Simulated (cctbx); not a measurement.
# Diagnosing a refinement

Cell a = 6.0400 Å, b = 14.3840 Å, c = 7.5520 Å, α = 90.00°, β = 90.00°, γ = 90.00°; space group Cmce (no. 64).

The data are simulated with cctbx, not measured: Ga Kα, λ = 1.3414 Å, to d = 0.83 Å, 95 % of the full sphere, strongest reflection 40000 counts, noise from counting, a 6 % proportional error and a noise floor of 8 counts (s.d.); no absorption.

An anisotropic refinement with weights 1/σ² prints:

```text
Rint 0.041, 51 unique reflections to 1.60 A
cycle     R1     wR2    GooF  max shift (A)
   1  0.0152  0.0438   1.807   0.00503
   2  0.0084  0.0201   0.828   0.00001
final R1 0.0084 wR2 0.0201 GooF 0.828  parameters 26  data/parameter 2.0
atom        x        y        z      Ueq    occ   su(xyz)  su(Uiso or U11)
Tm1    0.50000  0.88426  0.08640   0.0064  1.000  0.00018  0.0017
Rh1    0.25000  0.71692  0.25000   0.0097  1.000  0.00013  0.0028
Rh2    0.50000  0.00000  0.50000   0.0072  1.000  0.00000  0.0028
Ge1    0.50000  0.81666  0.45298   0.0050  1.000  0.00033  0.0029
Ge2    0.25000  0.55111  0.25000   0.0102  1.000  0.00022  0.0036
difference map: max 0.31 min -0.15 rms 0.07
Q1    0.2500  0.1117  0.7500    8    0.31  1.95 A from Tm1
Q2    0.0000  0.1599  0.3985    8    0.19  1.55 A from Tm1
Q3    0.0000  0.1899  0.0991    8    0.15  1.11 A from Ge1
Q4    0.0000  0.0198  0.0813    8    0.13  0.68 A from Rh2
Q5    0.2500  0.2415  0.2500    8    0.04  0.35 A from Rh1
Q6    0.2500  0.0241  0.2500    8    0.01  0.39 A from Ge2
```

Q: Accept it or mend it, and why?

Mend it. The fault: data cut at low resolution. Against the right model at the same level, R1 goes from 0.0118 to 0.0084 and GooF from 0.88 to 0.83. The atoms are right, but there are too few data for the parameters: R1 flatters and the s.u.s grow. Data per parameter fall from 12.8 to 2.

The compound is Tm2Ge4Rh3. The right model at the same level gives:

```text
Rint 0.047, 332 unique reflections to 0.83 A
cycle     R1     wR2    GooF  max shift (A)
   1  0.0247  0.0781   2.405   0.00194
   2  0.0118  0.0285   0.877   0.00000
final R1 0.0118 wR2 0.0285 GooF 0.877  parameters 26  data/parameter 12.8
atom        x        y        z      Ueq    occ   su(xyz)  su(Uiso or U11)
Tm1    0.50000  0.88432  0.08677   0.0084  1.000  0.00004  0.0002
Rh1    0.25000  0.71668  0.25000   0.0106  1.000  0.00003  0.0002
Rh2    0.50000  0.00000  0.50000   0.0087  1.000  0.00000  0.0002
Ge1    0.50000  0.81633  0.45320   0.0079  1.000  0.00007  0.0003
Ge2    0.25000  0.55102  0.25000   0.0110  1.000  0.00004  0.0003
difference map: max 0.78 min -0.61 rms 0.18
Q1    0.0000  0.1317  0.4144    8    0.81  1.32 A from Tm1
Q2    0.0000  0.0078  0.8307    8    0.80  1.28 A from Rh2
Q3    0.0000  0.1936  0.9723    8    0.64  0.20 A from Ge1
Q4    0.0000  0.1165  0.0551    8    0.63  1.24 A from Ge1
Q5    0.2282  0.0443  0.3791   16    0.60  0.99 A from Ge2
Q6    0.0000  0.1115  0.7595    8    0.58  1.31 A from Tm1
```

This is a model crystal, built by substitution and not relaxed, with assumed displacement parameters.

[Middle refinement cycles are left out of these outputs.]

[Logs are printed without paths, hosts, clocks, repeated set-up lines and the standing remarks that a program may print on its own settings, such as how far it seeks lower states.]
